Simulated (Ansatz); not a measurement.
# Bands, cutoff and cost in G0W0 for Cs2HgSe2 (Pbam), part 2 of 2

Aim: see how the G0W0 gap of Cs2HgSe2 (Pbam) on PBE moves with empty bands and screening cutoff, and what each rung costs.

Ansatz 0.2.0; G0W0 on PBE, plane waves, PAW; PAW set soft_1. Known limits of the many-body steps: not at the basis limit; no spin-orbit coupling; coarse k mesh.

So far. Step 4 (904 empty bands, screening to 100 eV): Against the run with 2×2×4 mesh, 420 empty bands, screening to 60 eV, PAW set soft_1 files, the gap moves by +0.08 eV.

## Step 5: Changing the k mesh: 2×2×2 mesh, 420 empty bands, screening to 60 eV, PAW set soft_1 files

Only the mesh changes. It samples the long-range screening, which converges on its own terms. Bands and cutoff differ from the step before, so it is read against an earlier run that matches them.

Input file input.yaml:

```yaml
crystal:
  lattice:
    - [8.1849, 0.0, 0.0]
    - [0.0, 10.3302, 0.0]
    - [0.0, 0.0, 4.7112]
  atoms:
    - { symbol: Cs, position: [0.39222, 0.83311, 0.5] }
    - { symbol: Cs, position: [0.60778, 0.16689, 0.5] }
    - { symbol: Cs, position: [0.89222, 0.66689, 0.5] }
    - { symbol: Cs, position: [0.10778, 0.33311, 0.5] }
    - { symbol: Hg, position: [0.5, 0.5, 0.0] }
    - { symbol: Hg, position: [0.0, 0.0, 0.0] }
    - { symbol: Se, position: [0.23025, 0.59445, 0.0] }
    - { symbol: Se, position: [0.76975, 0.40555, 0.0] }
    - { symbol: Se, position: [0.73025, 0.90555, 0.0] }
    - { symbol: Se, position: [0.26975, 0.09445, 0.0] }
kpoints:
  mp_grid: { grid: [2, 2, 2] }
hamiltonian:
  xc: pbe
  pseudopotentials: { kind: paw, azcp: { folder: soft_1 } }
scf:
  occupations: { method: fixed }
gw:
  n_empty_bands: 420
  ecut_chi: 60
  qp_bands: [v3, c3]
  qp_kpoints: band_edges
  screening: { model: contour_deformation }
```

On the command line:

```
ansatz run input.yaml --threads 2 --pin off --max-ram 92160MiB --backend cuda --events-out ev --progress --plain --runs-dir out --devices 1 --max-vram 13GiB
```

Numbers of over 12 decimals in the logs are rounded to 6 here.

Log:

```text
GPUs: using 1 of 1 available (devices: 1).
[...]
GPU FFT provider: cuFFT
GPU libraries: cuBLAS 13.8.2, cuFFT 12.4.0, cuSOLVER 12.3.4
Crystal: 10 atoms, lattice volume = 398.340 Å³
Basis set: ecut = 420 eV, 7743 PW (Γ)
Bands: 84, of which v1, the nominal top of the filled ones, is band 70 counted from 1 (69 counted from 0)
Symmetry: 8 space group operations
[...]
k-points: 8
[...]
1    69      4.6477   -17.1496     2.3403   -14.0435  0.7494     3.8647     3.8820  root
[...]
7    70      5.0915   -17.5694     2.2755   -14.6044  0.7534     4.3904     4.4021  root
     7    71      7.5756    -5.0034    -2.9674    -8.3406  0.8082     7.9477     7.9455  root
     7    72      7.5756    -5.0034    -2.9674    -8.3406  0.8082     7.9477     7.9455  root
     7    73      8.3619   -10.3770    -3.1101   -14.3978  0.7883     9.2896     9.2726  root
[key lines of the parts left out:]
SCF converged after 10 iterations
Free energy (F): -72199.821821 eV
Fermi energy:    5.189591 eV
```

Run time: 35 s. Hardware: 1 × NVIDIA H100 80GB HBM3 (shared by 6 runs) with 2 threads of AMD EPYC 7R13 (Zen 3), shared host; peak memory 2.1 GiB; 43 s of CPU time.

This step gave:

* bands summed: 490
* RPA ε∞ on this mesh (eigenvalues): 3.640, 3.682, 4.660
* plane waves in the screening matrix: 415
* G0W0 gap on the mesh: 3.342 eV
* k of the valence top: -0.5, 0, 0
* k of the conduction bottom: 0, 0, 0
* starting gap on the mesh: 1.999 eV
* least direct G0W0 gap on the computed points: 3.379 eV

Against the run with 2×2×4 mesh, 420 empty bands, screening to 60 eV, PAW set soft_1 files, the gap moves by −0.016 eV.

## Step 6: Changing the frequency model: 2×2×4 mesh, 420 empty bands, screening to 60 eV, plasmon pole, PAW set soft_1 files

A plasmon pole stands in for the full frequency dependence of the screening; this run shows what that costs in accuracy.

Edit input.yaml of step 5 so:

```diff
@@ -17,3 +17,3 @@
 kpoints:
-  mp_grid: { grid: [2, 2, 2] }
+  mp_grid: { grid: [2, 2, 4] }
 hamiltonian:
@@ -28,2 +28,2 @@
   qp_kpoints: band_edges
-  screening: { model: contour_deformation }
+  screening: { model: godby_needs }
```

Log:

```text
GPUs: using 1 of 1 available (devices: 1).
[...]
GPU FFT provider: cuFFT
GPU libraries: cuBLAS 13.8.2, cuFFT 12.4.0, cuSOLVER 12.3.4
Crystal: 10 atoms, lattice volume = 398.340 Å³
Basis set: ecut = 420 eV, 7743 PW (Γ)
Bands: 84, of which v1, the nominal top of the filled ones, is band 70 counted from 1 (69 counted from 0)
Symmetry: 8 space group operations
[...]
k-points: 12 of 16
[...]
1    69      4.8464   -17.2206     2.2581   -14.1659  0.7897     4.0454     4.0499  root
[...]
11    70      5.0727   -17.5896     2.2294   -14.6114  0.7894     4.3195     4.3239  root
    11    71      7.5731    -5.0437    -2.9309    -8.3459  0.8359     7.9452     7.9444  root
    11    72      7.5731    -5.0437    -2.9309    -8.3459  0.8359     7.9452     7.9444  root
    11    73      8.3470   -10.3413    -3.0814   -14.4101  0.8163     9.3424     9.3344  root
[key lines of the parts left out:]
SCF converged after 10 iterations
Free energy (F): -72199.938719 eV
Fermi energy:    5.173163 eV
```

Elapsed: 70 s, on 1 × NVIDIA H100 80GB HBM3 (shared by 6 runs) with 2 threads; peak memory 2.6 GiB.

This step gave:

```yaml
bands_summed: 490
plasmon_pole_fit_frequency: 22.01 eV
rpa_eps_infinity_on_this_mesh_eigenvalues: 3.324, 3.614, 4.599
plane_waves_in_the_screening_matrix: 415
g0w0_gap_on_the_mesh: 3.398 eV
k_of_the_valence_top: -0.5, 0, 0
k_of_the_conduction_bottom: 0, 0, 0
starting_gap_on_the_mesh: 2.004 eV
least_direct_g0w0_gap_on_the_computed_points: 3.439 eV
```

Against the run with 2×2×4 mesh, 420 empty bands, screening to 60 eV, PAW set soft_1 files, the gap moves by +0.04 eV.

## Step 7: Changing the files: 2×2×4 mesh, 420 empty bands, screening to 60 eV, hard PAW files

Other atomic data (hard PAW) test the pseudisation: the cutoff goes from 420 to 690 eV, with the same valence electrons.

This step: G0W0 on PBE, plane waves, PAW.

Edit input.yaml of step 6 so:

```diff
@@ -20,3 +20,3 @@
   xc: pbe
-  pseudopotentials: { kind: paw, azcp: { folder: soft_1 } }
+  pseudopotentials: { kind: paw, source: ansatz }
 scf:
@@ -28,2 +28,2 @@
   qp_kpoints: band_edges
-  screening: { model: godby_needs }
+  screening: { model: contour_deformation }
```

Log:

```text
GPUs: using 1 of 1 available (devices: 1).
[...]
GPU FFT provider: cuFFT
GPU libraries: cuBLAS 13.8.2, cuFFT 12.4.0, cuSOLVER 12.3.4
Crystal: 10 atoms, lattice volume = 398.340 Å³
Basis set: ecut = 690 eV, 16379 PW (Γ)
Bands: 84, of which v1, the nominal top of the filled ones, is band 70 counted from 1 (69 counted from 0)
Symmetry: 8 space group operations
[...]
k-points: 12 of 16
[...]
1    69      5.1329   -17.2133     2.3073   -14.1586  0.7535     4.3715     4.3857  root
[...]
11    70      5.3593   -17.5826     2.2668   -14.6042  0.7559     4.6359     4.6477  root
    11    71      7.8585    -5.0381    -2.9167    -8.3404  0.8127     8.2463     8.2442  root
    11    72      7.8585    -5.0381    -2.9167    -8.3404  0.8127     8.2463     8.2442  root
    11    73      8.6351   -10.3337    -3.1317   -14.3993  0.7901     9.5860     9.5689  root
[key lines of the parts left out:]
SCF converged after 10 iterations
Free energy (F): -72364.583536 eV
Fermi energy:    5.459772 eV
```

Run time: 89 s. Hardware: 1 × NVIDIA H100 80GB HBM3 (shared by 6 runs) with 2 threads; peak memory 3.6 GiB.

This step gave:

* bands summed: 490
* RPA ε∞ on this mesh (eigenvalues): 3.325, 3.614, 4.599
* plane waves in the screening matrix: 415
* G0W0 gap on the mesh: 3.357 eV
* k of the valence top: -0.5, 0, 0
* k of the conduction bottom: 0, 0, 0
* starting gap on the mesh: 2.005 eV
* least direct G0W0 gap on the computed points: 3.395 eV

Against the run with 2×2×4 mesh, 420 empty bands, screening to 60 eV, PAW set soft_1 files, the gap moves by −0.001 eV.

## Step 8: Convergence and cost

Times are wall times on 1 × NVIDIA H100 80GB HBM3 (shared by 6 runs) with 2 threads of AMD EPYC 7R13 (Zen 3), shared host, good to a factor of about two.

```
 mesh           files            frequency  bands summed  cutoff (eV)  start (eV)  G0W0 (eV)     time  host memory (GiB)
2×2×4  PAW set soft_1  contour deformation           218           30       2.004      3.266     24 s                1.7
2×2×4  PAW set soft_1  contour deformation           490           60       2.004      3.358     65 s                2.4
2×2×4  PAW set soft_1  contour deformation           974          100       2.004      3.437  1.8 min                4.5
2×2×2  PAW set soft_1  contour deformation           490           60       1.999      3.342     35 s                2.1
2×2×4  PAW set soft_1         plasmon pole           490           60       2.004      3.398     70 s                2.6
2×2×4        hard PAW  contour deformation           490           60       2.005      3.357     89 s                3.6
```

The parts of the quasiparticle energy at the two band edges (eV; QP = start + Σx + Σc − Vxc):

```
      run               edge  start      Σx     Σc     Vxc     Z    QP
218 bands        valence top   5.17  -17.60   2.57  -14.66  0.77  4.80
218 bands  conduction bottom   7.18   -9.41  -2.56  -12.87  0.81  8.06
490 bands        valence top   5.17  -17.60   2.25  -14.66  0.76  4.48
490 bands  conduction bottom   7.18   -9.41  -2.79  -12.87  0.81  7.84
974 bands        valence top   5.17  -17.60   2.01  -14.66  0.75  4.23
974 bands  conduction bottom   7.18   -9.41  -2.96  -12.87  0.80  7.67
```

## Step 9: Outcome

- 218 bands, 30 eV: 3.266 eV
- 490 bands, 60 eV: 3.358 eV
- 974 bands, 100 eV: 3.437 eV
- estimated limit in bands and cutoff: 3.52 eV
- mesh and start: 2×2×4, PBE

**Reading.** A line in one over the bands through the two highest rungs gives 3.52 eV, +0.08 eV from the top rung; the pair below gives 3.43 eV, so the estimate is still climbing. The rungs stand 0.25 eV (218 bands), 0.16 eV (490 bands) and 0.08 eV (974 bands) from it. From 218 to 974 bands the gap moves by +0.17 eV while the time grows 4.6-fold. Σc changes by −0.57 eV at the valence top and −0.40 eV at the conduction bottom, so the levels themselves move more than the gap between them. On the 2×2×2 mesh in place of 2×2×4 the gap differs by −0.02 eV, of which −0.005 eV is already in the start. The plasmon-pole model gives +0.04 eV against contour deformation, 3 % of the correction, and saved no time in this program. Hard PAW files move the gap by −0.001 eV at equal bands and cutoff, +0.002 eV of it in the start. The cheapest rung within 0.1 eV of this estimate is that with 974 bands (1.8 min). The 2×2×4 mesh is coarse for this cell (its supercell is 16 Å along the shortest edge). The RPA ε∞ on it, from the PBE start, is 3.32, 3.61 and 4.58; such meshes misread the long-range screening, most where the gap is narrow. The many-body steps are scalar-relativistic: spin-orbit coupling is not in them.

[Paths, hosts, dates, memory and timing lines, banners, echoed tables and standing remarks are left out of the program output.]

[Logs are printed without paths, hosts, clocks, repeated set-up lines and the standing remarks that a program may print on its own settings, such as how far it seeks lower states.]

[Runs of the session that timed out or met a known fault of the program may be left out.]

[Cells called generated may have been cut or substituted from an entry of the Crystallography Open Database or the Materials Project.]

[Hosts, paths, dates, database ids (printed as entryN), source tags and the programs' standing remarks are cut or masked in the printed files.]
